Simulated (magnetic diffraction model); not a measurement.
**Magnetic neutron pattern of Er2Mn3Cu9P7**

Space group P-6 (no. 174), a = 9.5600 Å, c = 3.8080 Å.

| site | atom | x | y | z |
| --- | --- | --- | --- | --- |
| 1b | Er | 0 | 0 | 1/2 |
| 1e | Er | 2/3 | 1/3 | 0 |
| 3k | Cu | 0.9072 | 0.6305 | 1/2 |
| 3j | Cu | 0.0559 | 0.5521 | 0 |
| 3j | Cu | 0.2765 | 0.0379 | 0 |
| 3k | Mn | 0.2365 | 0.7961 | 1/2 |
| 1c | P | 1/3 | 2/3 | 0 |
| 3k | P | 0.9132 | 0.3728 | 1/2 |
| 3j | P | 0.0468 | 0.7939 | 0 |

The compound is invented for this exercise: a known structure type with other elements, its cell scaled to their sizes and not relaxed.

Only Er is taken to order (form factors of Er3+); orders and moment sizes are assumed, and not adapted to the symmetry. Radiation: neutrons of λ = 4.2 Å, 8° to 80°; isotropic B of 0.59 Å² (Er), 0.81 Å² (Cu), 0.9 Å² (Mn) and 0.7 Å² (P). The intensities are simulated: I ∝ L Σ (|F_N|² + |F_M⊥|²) for unpolarised neutrons, with F_M = 2.695 fm/μB × Σ f(s) S exp(2πi Q·r) exp(−B s²) at Q = H ± k (one set where k and −k are equivalent), only the part normal to Q counting and L = 1/(sin²θ cos θ). For collinear order S is the moment m, which repeats by lattice and centring translations R with the sign exp(−2πi k·R). Form factors are spin-only for 3d ions and dipole or tabulated for f ions, scattering lengths are Sears's of 1992, and absorption is left out. A label names one of the reflections at its angle. The strongest nuclear line in the range is 100, and lines under 0.2 are left out.

Assume the order k = (1/2 1/2 0), collinear moments along [120], 8.4 μB on Er; signs + at (0, 0, 1/2), − at (2/3, 1/3, 0).

Predict the pattern, nuclear and magnetic parts apart.

```
2θ (°)         index  nuclear  magnetic
 14.57  (1/2 -1/2 0)      0.0     209.7
 25.38   (1/2 1/2 0)      0.0      93.2
 29.39       (1 0 0)    100.0       0.0
 39.21  (3/2 -1/2 0)      0.0      42.9
 44.73  (3/2 -3/2 0)      0.0      93.8
 52.12       (1 1 0)     17.6       0.0
 54.42   (3/2 1/2 0)      0.0      12.6
 60.97       (2 0 0)     61.9       0.0
 66.94       (0 0 1)     52.4       0.0
 67.12  (5/2 -3/2 0)      0.0      20.4
 68.92  (1/2 -1/2 1)      0.0      86.2
 71.07  (5/2 -1/2 0)      0.0      51.5
 74.75       (1 0 1)     74.9       0.0
 78.71  (5/2 -5/2 0)      0.0       8.9
```

The strongest magnetic line in the range is (1/2 -1/2 0) at 14.57° (209.7). On top of the Lorentz factor, which all lines share, magnetic lines fade with angle because f falls: for Er3+ it is 0.96, 0.86, 0.73 and 0.47 at sin θ/λ = 0.1, 0.2, 0.3 and 0.5 Å⁻¹, while nuclear lengths stay constant. The order has no net moment.

[Logs are printed without paths, hosts, clocks, repeated set-up lines and the standing remarks that a program may print on its own settings, such as how far it seeks lower states.]
